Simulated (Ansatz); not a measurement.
## How BAs (F-43m) expands on warming

How much does BAs expand with temperature?

Measurements to reproduce:
- volume expansion coefficient 11.55 1e-6/K near room temperature (given in “Basic Physical Properties of Cubic Boron Arsenide (three times its linear coefficient)”, 2019, arxiv:1911.11281)
- volume expansion coefficient 10.8 1e-6/K near room temperature (given in “Thermal expansion coefficients of high thermal conducting BAs and BP materials (three times its linear coefficient)”, 2019, arxiv:1906.04101)

Method: DFT r2SCAN, scalar-relativistic, plane waves, PAW, in Ansatz 0.2.0.

## (1) The structure

The structure is cubic, space group F-43m (No. 216). The conventional cell has a = 4.777 Å, b = 4.777 Å, c = 4.777 Å, α = 90.00°, β = 90.00°, γ = 90.00°. Nearest to B lie 4 As at 2.07 Å. Nearest to As lie 4 B at 2.07 Å. Farther neighbours are not listed.

As a file:

```cif
data_structure
_symmetry_space_group_name_H-M 'F-43m'
_symmetry_Int_Tables_number 216
_cell_length_a 4.7770
_cell_length_b 4.7770
_cell_length_c 4.7770
_cell_angle_alpha 90.000
_cell_angle_beta 90.000
_cell_angle_gamma 90.000
_cell_volume 109.01
loop_
_atom_site_label
_atom_site_type_symbol
_atom_site_symmetry_multiplicity
_atom_site_Wyckoff_symbol
_atom_site_fract_x
_atom_site_fract_y
_atom_site_fract_z
_atom_site_occupancy
B1 B 4 a 0.00000 0.00000 0.00000 1
As1 As 4 d 0.25000 0.25000 0.75000 1
```

## (2) A first coarse run

Before spending time, one coarse run tells the gap and the pressure of the starting cell.

File input.yaml:

```yaml
crystal:
  lattice:
    - [0.0, 2.3885, 2.3885]
    - [2.3885, 0.0, 2.3885]
    - [2.3885, 2.3885, 0.0]
  atoms:
    - { symbol: B, position: [0.0, 0.0, 0.0] }
    - { symbol: As, position: [0.25, 0.25, 0.25] }
kpoints:
  mp_grid: { grid: [6, 6, 6] }
hamiltonian:
  xc: r2scan
scf:
  occupations: { method: gaussian, width: 0.1 }
  lower_state_search: "off"
output:
  forces: true
  stress: true
  eigenvalues: true
```

On the command line:

```
$ ansatz run input.yaml --threads 8 --pin off --max-ram 16384MiB --backend cpu --events-out ev --progress --plain --runs-dir out
```

Numbers of over 12 decimals in the logs are rounded to 6 here.

The program printed:

```text
Engine: ansatz 0.2.0, aarch64-unknown-linux-gnu
Pseudopotentials: kind: paw
Pseudopotential: B, paw, valence charge 3, recommended cutoff 500 eV (meta_gga), B.paw.azcp
Pseudopotential: As, paw, valence charge 15, recommended cutoff 500 eV (meta_gga), As.paw.azcp
Functional definition: r2SCAN
  parameter k0 = 0.174
  parameter k1 = 0.065
  parameter a1 = 4.9479
  exchange = r2scan_x(k0 = k0, k1 = k1, a1 = a1)
  correlation = r2scan_c
Crystal: 2 atoms, lattice volume = 27.252 Å³
Basis set: ecut = 500 eV, 701 PW (Γ), exchange–correlation on 100×100×100 points (64 copies of the dense FFT grid, shifted against one another)
Bands: 13, of which v1, the nominal top of the filled ones, is band 9 counted from 1 (8 counted from 0)
Symmetry: 24 space group operations
Space group: F-43m (ITA 216), of the structure as read, at distance tolerance 3.0e-5 Å
k-points: 16 of 216 (time reversal used)
Non-local potential: B, projectors of the file, l = 0: 2, l = 1: 2, l = 2: 1
Non-local potential: As, projectors of the file, l = 0: 2, l = 1: 2, l = 2: 3, l = 3: 1
PAW form: soft (Blöchl's): semilocal exchange-correlation on the pseudo side does not see the compensation charge
PAW frozen core: B, regenerated for the run's functional (the file was generated under x = pbe(κ = 0.804, μ = 0.219515), c = pbe(β = 0.066725))
PAW frozen core: As, regenerated for the run's functional (the file was generated under x = pbe(κ = 0.804, μ = 0.219515), c = pbe(β = 0.066725))
PAW one-centre angular grid: B, 302 points (default); XC on 160 Gauss nodes
PAW one-centre angular grid: As, 590 points (default); XC on 160 Gauss nodes
Initial density: superposition of atomic densities (neutral atoms: chi_scale 0, normalization atom), corrected by the library's trained network
Initial wavefunctions: pseudopotential atomic-orbital guess
Functional: x = r2scan, c = r2scan; τ floored in thin density (d = 2e-4 eV/Å³)
SCF iter   1: F=-5021.315550 eV  HF=-5021.297901 eV  |F-HF|=1.76e-2  |Δ(HF+E_count)|=         —  Δρ=5.92e-3  dr2=1.03e-2  dr2_τ=9.66e-2  ethr=1.77e-3  ⟨swp⟩=5.3  Hψ=1255  notcnv=0
preconditioner: auto → none  [insulator: Δε(μ)=1.437 eV  Ē_g=13.196 eV  σ=0.100 eV  W_gap=1.00  n_scr=8 (ndim 8)  ℏωp=20.1 eV  f_vac=0.000  D(μ)=0.00/eV (n_scr^D=0)  ε∞_Penn≈3.3]
SCF iter   2: F=-5021.322824 eV  HF=-5021.322818 eV  |F-HF|=6.30e-6  |Δ(HF+E_count)|=   2.49e-2  Δρ=2.50e-3  dr2=9.00e-4  dr2_τ=1.10e-4  ethr=5.74e-5  ⟨swp⟩=2.0  Hψ=608  notcnv=0
SCF iter   3: F=-5021.322975 eV  HF=-5021.322915 eV  |F-HF|=6.01e-5  |Δ(HF+E_count)|=   9.67e-5  Δρ=1.34e-3  dr2=2.24e-4  dr2_τ=3.27e-6  ethr=5.00e-6  ⟨swp⟩=2.0  Hψ=414  notcnv=0
SCF iter   4: F=-5021.322980 eV  HF=-5021.322979 eV  |F-HF|=9.62e-7  |Δ(HF+E_count)|=   6.47e-5  Δρ=1.88e-4  dr2=4.58e-6  dr2_τ=1.76e-7  ethr=1.24e-6  ⟨swp⟩=1.0  Hψ=272  notcnv=0
SCF iter   5: F=-5021.322982 eV  HF=-5021.322982 eV  |F-HF|=2.77e-8  |Δ(HF+E_count)|=   2.88e-6  Δρ=2.88e-5  dr2=1.10e-7  dr2_τ=4.04e-9  ethr=2.55e-8  ⟨swp⟩=1.9  Hψ=250  notcnv=0
SCF iter   6: F=-5021.322982 eV  HF=-5021.322982 eV  |F-HF|=4.55e-9  |Δ(HF+E_count)|=   9.38e-9  Δρ=7.00e-6  dr2=6.52e-9  dr2_τ=2.55e-10  ethr=5.56e-10  ⟨swp⟩=4.8  Hψ=829  notcnv=0
SCF 1 converged in 6 iterations: F = -5021.322982 eV  dr2 = 6.52e-9
  greatest PAW one-centre occupation: 0.999 electrons in one spin orbital (limit 2), on the As atom at site 1 (counted from 0), in its partial waves of l = 2
SCF converged after 6 iterations
Free energy (F): -5021.322982 eV
Harris-Foulkes:  -5021.322982 eV  (|F-HF|=4.55e-9)
Internal energy: -5021.322982 eV  (E = F + TS)
E sigma→0 (E₀):  -5021.322982 eV
Fermi energy:    11.772834 eV
--- Per-component energies (eV) ---
  E_band       = -222.531595
  E_kinetic    = 151.704969
  E_local      = -1694.488344  (includes V_loc(G=0)·N_el)
  E_nonlocal   = -657.647856
  E_hartree    = 941.218895
  E_xc         = -105.681564
  E_vxc        = -125.657213  (∫ρ·V_xc dr)
  E_paw        = -1929.178229  (= ΣΔE_a)
  E_vpaw       = 214.868126  (= ΣTr[D̂ρ^β])
  E_aug_tail   = -0.000007  (compensation charges beyond the density's cutoff)
  E_vtau       = 6.249257  (kinetic-family band-sum trace: ∫τ·v_τ [+ j·A + Jᵃ·Aᵃ] dr)
  E_ewald      = -1725.774997
  E_core_change = -1.475850  (= ΣΔE_core)
  E_smearing   = -0.000000  (= −TS)
  E_closure    = 0.000000  (closes the sum)
  Σ components = -5021.322982   (vs F -5021.322982, Δ=0.00e0)
--- Forces (eV/Å), atoms counted from 1 ---
  atom   1  B      0.00000000    -0.00000000     0.00000000
  atom   2  As     0.00000000    -0.00000000     0.00000000
  max |Σ_I F_I| component: 4.50e-16 eV/Å
--- Stress (GPa, compression-positive) ---
        0.650975       0.000000      -0.000000
        0.000000       0.650975       0.000000
       -0.000000       0.000000       0.650975
  P = ⅓ Tr σ = 0.6510 GPa (6.510 kbar)
--- Band table (eV; the first three rows and the last of 16) ---
  k-point 0: bands = [... 5 lower, -5.1222, 11.0431, 11.0431, 11.0431, 14.4833, 14.4833, 14.4833, 16.1630]
  k-point 1: bands = [... 5 lower, -4.6457, 7.9272, 10.3155, 10.3155, 14.6254, 15.4335, 15.4335, 18.2127]
  k-point 2: bands = [... 5 lower, -3.3119, 3.9541, 9.4277, 9.4277, 14.1868, 16.1514, 16.1514, 20.4413]
  k-point 15: bands = [... 5 lower, -0.5362, 2.2993, 5.6415, 5.8477, 15.1238, 15.3843, 20.2467, 20.5401]
```

Wall time 1.4 s (8 threads of Arm Neoverse N1, shared host); peak memory 0.36 GiB; 4.7 s of CPU time.

The column dr2 measures how far the density is from self-consistency, as an energy; F and HF (Harris–Foulkes) agree once it is small.

A gap read on the k-mesh alone can miss the band edges.

This step gave:

```yaml
pressure: 0.6510 GPa
gap_on_the_k_mesh: 1.464 eV
volume_per_atom: 13.63 Å³/atom
```

The start is under 0.65 GPa at this level and looks like an insulator or semiconductor on this mesh.

## (3) Relaxation

The vibrations must be taken about the equilibrium of this functional, not about the starting cell, so the structure is relaxed.

input.yaml, the sections that differ from step 2:

```yaml
kpoints:
  mp_grid: { grid: [10, 10, 10] }
scf:
  occupations: { method: gaussian, width: 0.02 }
  lower_state_search: "off"
output:
  forces: true
  stress: true
  eigenvalues: true
  write_density: true
  write_potential: true
  elf: true
  volumetric_format: npy
relax:
  adjacent_minimum: "off"
  f_tol: 0.005
  max_steps: 80
  cell: { stress_tol: 0.05 }
# crystal, hamiltonian: as in step 2
```

The program printed:

```text
[...]
Crystal: 2 atoms, lattice volume = 27.252 Å³
Basis set: ecut = 500 eV, 701 PW (Γ), exchange–correlation on 100×100×100 points (64 copies of the dense FFT grid, shifted against one another)
Bands: 13, of which v1, the nominal top of the filled ones, is band 9 counted from 1 (8 counted from 0)
Symmetry: 24 space group operations
[...]
k-points: 47 of 1000 (time reversal used)
[...]
SCF iter   1: F=-5021.333834 eV  HF=-5021.316850 eV  |F-HF|=1.70e-2  |Δ(HF+E_count)|=         —  Δρ=5.84e-3  dr2=1.04e-2  dr2_τ=9.55e-2  ethr=1.77e-3  ⟨swp⟩=6.0  Hψ=3646  notcnv=0
[...]
SCF iter   6: F=-5021.341475 eV  HF=-5021.341475 eV  |F-HF|=1.57e-9  |Δ(HF+E_count)|=   6.26e-9  Δρ=7.56e-6  dr2=1.16e-8  dr2_τ=3.48e-10  ethr=2.32e-10  ⟨swp⟩=5.1  Hψ=3294  notcnv=0
SCF 1 converged in 6 iterations: F = -5021.341475 eV  dr2 = 1.16e-8
[...]
relax step   1: F+E_penalty+E_count = -5021.34147492 eV  Δ(F+E_penalty+E_count) = +0.000e0 eV  max|allowed force component| = 2.735e-16 eV/Å  Δτ_max = 0.0000 Å  P = +0.611 GPa  Ω = 27.252 Å³  (6 SCF iters, dr2 threshold 1.00e-7 eV, accepted)
Crystal: 2 atoms, lattice volume = 27.340 Å³
Basis set: ecut = 500 eV, 725 PW (Γ), exchange–correlation on 100×100×100 points (64 copies of the dense FFT grid, shifted against one another)
[...]
iter 1 solved again at ethr=4.38e-7 eV; its pass at ethr=3.10e-3 eV (dr2=7.89e-5 eV) is discarded
[...]
SCF iter   4: F=-5021.341672 eV  HF=-5021.341672 eV  |F-HF|=8.23e-9  |Δ(HF+E_count)|=   2.42e-8  Δρ=8.85e-6  dr2=1.89e-8  dr2_τ=4.43e-10  ethr=1.11e-9  ⟨swp⟩=8.4  Hψ=3949  notcnv=0
SCF 2 converged in 4 iterations: F = -5021.341672 eV  dr2 = 1.89e-8
relax step   2: F+E_penalty+E_count = -5021.34167151 eV  Δ(F+E_penalty+E_count) = -1.966e-4 eV  max|allowed force component| = 6.881e-17 eV/Å  Δτ_max = 0.0000 Å  P = +0.155 GPa  Ω = 27.340 Å³  energy of the carried Pulay correction = -1.231e-5 eV  (4 SCF iters, dr2 threshold 2.00e-7 eV, accepted)
Crystal: 2 atoms, lattice volume = 27.370 Å³
[...]
SCF iter   3: F=-5021.341682 eV  HF=-5021.341682 eV  |F-HF|=6.23e-10  |Δ(HF+E_count)|=   1.08e-8  Δρ=1.41e-5  dr2=5.48e-8  dr2_τ=2.68e-9  ethr=3.32e-10  ⟨swp⟩=8.4  Hψ=4018  notcnv=0
SCF 3 converged in 3 iterations: F = -5021.341682 eV  dr2 = 5.48e-8
relax step   3: F+E_penalty+E_count = -5021.34168187 eV  Δ(F+E_penalty+E_count) = -1.036e-5 eV  max|allowed force component| = 1.023e-16 eV/Å  Δτ_max = 0.0000 Å  P = +0.002 GPa  Ω = 27.370 Å³  energy of the carried Pulay correction = -1.649e-5 eV  (3 SCF iters, dr2 threshold 5.97e-8 eV, accepted)
[...]
SCF iter   5: F=-5021.341700 eV  HF=-5021.341700 eV  |F-HF|=9.09e-13  |Δ(HF+E_count)|=  1.07e-10  Δρ=7.93e-8  dr2=1.66e-12  dr2_τ=1.32e-13  ethr=1.00e-12  ⟨swp⟩=5.3  Hψ=2391  notcnv=0
SCF 4 converged in 5 iterations: F = -5021.341700 eV  dr2 = 1.66e-12
relax step   4: F+E_penalty+E_count = -5021.34170046 eV  Δ(F+E_penalty+E_count) = -1.859e-5 eV  max|allowed force component| = 1.041e-16 eV/Å  Δτ_max = 0.0000 Å  P = +0.002 GPa  Ω = 27.370 Å³  stress off target by 2.02e-3 GPa  SCF on the basis re-selected at this cell (its energy is not comparable with the rows above)  (5 SCF iters)
basis re-selected at this cell: Δ(F+E_penalty+E_count) = -1.859e-5 eV, ΔP = +0.000 GPa vs the last step (what re-selecting the basis moved, of the pressure what is left beyond the Pulay correction that the steps carried, after the strain that the cell walked since its last selection, with what the two solves' SCF thresholds leave and, on support functions, any second-order correction that the steps lacked; it is no m [...]
SCF converged after 5 iterations
Free energy (F): -5021.341700 eV
[...]
Internal energy: -5021.341700 eV  (E = F + TS)
E sigma→0 (E₀):  -5021.341700 eV
Fermi energy:    11.656296 eV
[...]
--- Stress (GPa, compression-positive) ---
        0.002021       0.000000       0.000000
        0.000000       0.002021      -0.000000
        0.000000       0.000000       0.002021
  P = ⅓ Tr σ = 0.0020 GPa (0.020 kbar)
--- Band table (eV; the first three rows and the last of 47) ---
  k-point 0: bands = [... 5 lower, -5.1548, 10.9690, 10.9690, 10.9690, 14.4058, 14.4058, 14.4058, 16.0309]
  k-point 1: bands = [... 5 lower, -4.9827, 9.4991, 10.6483, 10.6483, 14.6308, 14.8295, 14.8295, 16.9237]
  k-point 2: bands = [... 5 lower, -4.4750, 7.0209, 10.0386, 10.0386, 14.4416, 15.5957, 15.5957, 18.6808]
  k-point 46: bands = [... 5 lower, -0.5672, 2.3292, 5.3874, 5.6488, 15.8539, 16.2208, 19.2343, 19.4135]
--- Relaxed structure (3 steps of the walk, 3 accepted, 1 SCFs on fresh bases) ---
  F+E_penalty+E_count = -5021.34170046 eV   max|allowed force component| = 1.041e-16 eV/Å   (the final SCF, on the basis selected at the relaxed cell)
  cell:  # Å, volume = 27.3696 Å³
    - [0, 2.391917, 2.391917]
    - [2.391917, 0, 2.391917]
    - [2.391917, 2.391917, 0]
  atoms:
    - { symbol: B, position: [0, 0, 0] }
    - { symbol: As, position: [0.250000, 0.250000, 0.250000] }
```

Wall time 5.1 s (8 threads); peak memory 0.43 GiB.

The steps of the relaxation:

| step | energy less that of the first step (eV) | largest force component (eV/Å) | pressure (GPa) | volume (Å³) |
| --- | --- | --- | --- | --- |
| 1 | 0.0000 | 0.0000 | 0.61 | 27.25 |
| 2 | -0.0002 | 0.0000 | 0.15 | 27.34 |
| 3 | -0.0002 | 0.0000 | 0.00 | 27.37 |
| 4* | -0.0002 | 0.0000 | 0.00 | 27.37 |

Relaxation steps marked * repeat the geometry before them on a plane-wave basis chosen anew for their cell, so energy and pressure can jump there.

The run keeps the 24 symmetry operations that it works with, so distortions that break them were not tested.

| conventional cell, symmetrised | before | after | change |
| --- | --- | --- | --- |
| a (Å) | 4.777 | 4.784 | +0.1 % |
| b (Å) | 4.777 | 4.784 | +0.1 % |
| c (Å) | 4.777 | 4.784 | +0.1 % |
| volume (Å³/atom) | 13.63 | 13.68 | +0.4 % |

Final coordinates:

```xyz
2
Lattice="0.0000 2.3919 2.3919 2.3919 0.0000 2.3919 2.3919 2.3919 0.0000" Properties=species:S:1:pos:R:3 pbc="T T T"
B     0.0000    0.0000    0.0000
As    1.1960    1.1960    1.1960
```

This step gave:

| Item | Value |
| --- | --- |
| pressure | 0.002021 GPa |
| gap on the k-mesh | 1.375 eV |
| volume per atom | 13.68 Å³/atom |

Valence density in the ac plane of a cell with a along [110], b along [-110] and c along [001] of the cube at fractional y = 0.000, with atoms of B and As within 0.2 Å of it. It is the smooth field of the valence electrons, not physical close to the nuclei.

Ten steps, logarithmic in the rise over the least value, from '_' (0 e/Å³) to '@' (23 e/Å³), each cell a mean:
```
::--::::::::::::--::::::::::::::::--::
::::--==****==--::::::::--++**++--::::
..::--**@@@@**--::....::==%%@@%%==::..
....::**@@@@**::......::==%%@@%%==::..
____..==****==..______..::++**++::..__
____..::::::....________..::::::..____
________....______________......______
______________________________________
______________________________________
..________________....______________..
::..__________....::....__________....
::::..________..::::::....______..::::
..::::........::::..::::..........::::
```
Columns run along a (6.8 Å), rows up along c (4.8 Å), edges of the conventional cell, whose origin can differ from the input's. Atoms in or near the plane, at fractional coordinates: B at (0.50, 0.00), B at (0.00, 0.00), As at (0.75, 0.75), As at (0.25, 0.75).

Electrostatic potential energy in the ac plane of a cell with a along [110], b along [-110] and c along [001] of the cube at fractional y = 0.000, with atoms of B and As within 0.2 Å of it. With pseudopotentials it is smooth inside the atoms' cores, unlike the true potential.

Values in eV, 7 rows by 16 columns, each cell a mean:
```
-25  -6   2  -1  -1   0   0 -20 -25  -6   2  -1  -1   0   0 -20
 10   6  -4  14  17   2   0   9  10   6  -4  14  17   2   0   9
 13  10  -1   0   3  -3   6  12  13  10  -1   0   3  -3   6  12
 13  13  11  10   9  11  12  13  13  13  11  10   9  11  12  13
 13  13  14  14  14  14  13  13  13  13  14  14  14  14  13  13
  6  10  13  14  14  13  11   8   6  10  13  14  14  13  11   8
-34 -12   9  12  12  11   0 -29 -34 -12   9  12  12  11   0 -29
```
Columns run along a (6.8 Å; values clipped at the 3rd and 97th percentile), rows up along c (4.8 Å), edges of the conventional cell, whose origin can differ from the input's. Atoms in or near the plane, at fractional coordinates: B at (0.50, 0.00), B at (0.00, 0.00), As at (0.75, 0.75), As at (0.25, 0.75).

ELF in the ac plane of a cell with a along [110], b along [-110] and c along [001] of the cube at fractional y = 0.000, with atoms of B and As within 0.2 Å of it. It is the smooth field of the valence electrons, not physical close to the nuclei.

Ten even steps from '_' (0.01) to '@' (0.87), each cell a mean:
```
..**@@%%****%%@@**..--@@@@##**##@@@@--
**@@@@##++++##@@@@**##@@%%**==**@@@@##
**%%%%++::::++%%%%**##%%##--::--##%%##
--++**==::::==**++--==****--..--****==
..--++++====++++::....==++++==++++==..
__..--++****++--..____::==******==::__
____..--====--..________::======::____
________....______________......______
....____________......______________..
==--..________..--====::__________::==
**++--..____..--++****==::______::==**
======--....--========++--::..::==++==
__--##**====**##--__..++##++==++##++..
```
Columns run along a (6.8 Å), rows up along c (4.8 Å), edges of the conventional cell, whose origin can differ from the input's. Atoms in or near the plane, at fractional coordinates: B at (0.50, 0.00), B at (0.00, 0.00), As at (0.75, 0.75), As at (0.25, 0.75).

## (4) Relaxing to small residual forces and stress

The relaxation is repeated with tighter thresholds on force and stress, since phonons are sensitive to what is left; a change of mesh or smearing in the input moves the cell too.

File input.yaml:

```yaml
crystal:
  lattice:
    - [0.0, 2.3919171796, 2.3919171796]
    - [2.3919171796, 0.0, 2.3919171796]
    - [2.3919171796, 2.3919171796, 0.0]
  atoms:
    - { symbol: B, position: [0.0, 0.0, 0.0] }
    - { symbol: As, position: [0.25, 0.25, 0.25] }
kpoints:
  mp_grid: { grid: [12, 12, 12] }
hamiltonian:
  xc: r2scan
scf:
  occupations: { method: fixed }
  lower_state_search: "off"
output:
  forces: true
  stress: true
  eigenvalues: true
relax:
  adjacent_minimum: "off"
  f_tol: 0.001
  max_steps: 60
  cell: { stress_tol: 0.01 }
```

The program printed:

```text
[...]
Crystal: 2 atoms, lattice volume = 27.370 Å³
Basis set: ecut = 500 eV, 725 PW (Γ), exchange–correlation on 100×100×100 points (64 copies of the dense FFT grid, shifted against one another)
Bands: 13, of which v1, the nominal top of the filled ones, is band 9 counted from 1 (8 counted from 0)
Symmetry: 24 space group operations
[...]
k-point 71: bands = [... 5 lower, -0.5508, 2.3839, 5.2592, 5.5591, 16.6695, 17.4081, 18.1572, 18.3538]
--- Relaxed structure (1 steps of the walk, 1 accepted, 1 SCFs on fresh bases) ---
[...]
cell:  # Å, volume = 27.3696 Å³
    - [0.0, 2.3919171796, 2.3919171796]
    - [2.3919171796, 0.0, 2.3919171796]
    - [2.3919171796, 2.3919171796, 0.0]
  atoms:
    - { symbol: B, position: [0.0, 0.0, 0.0] }
    - { symbol: As, position: [0.25, 0.25, 0.25] }
[key lines of the parts left out:]
SCF converged after 5 iterations
Free energy (F): -5021.342015 eV
Fermi energy:    10.968824 eV
P = ⅓ Tr σ = 0.0030 GPa (0.030 kbar)
```

Wall time 3.9 s (8 threads); peak memory 0.44 GiB.

Little changed from the start: no atom moved by 0.005 Å and no cell edge by 0.1 %.

Numbers from this step:

| Item | Value |
| --- | --- |
| pressure | 0.003019 GPa |
| gap on the k-mesh | 1.385 eV |

The residual pressure is 0.0030 GPa, small enough for phonons.

(Part 1 of 2 ends here.)

[Logs are printed without paths, hosts, clocks, repeated set-up lines and the standing remarks that a program may print on its own settings, such as how far it seeks lower states.]

[Hosts, paths, dates, database ids (printed as entryN), source tags and the programs' standing remarks are cut or masked in the printed files.]

[A step with changed settings may run another functional than the one named; its input shows which.]
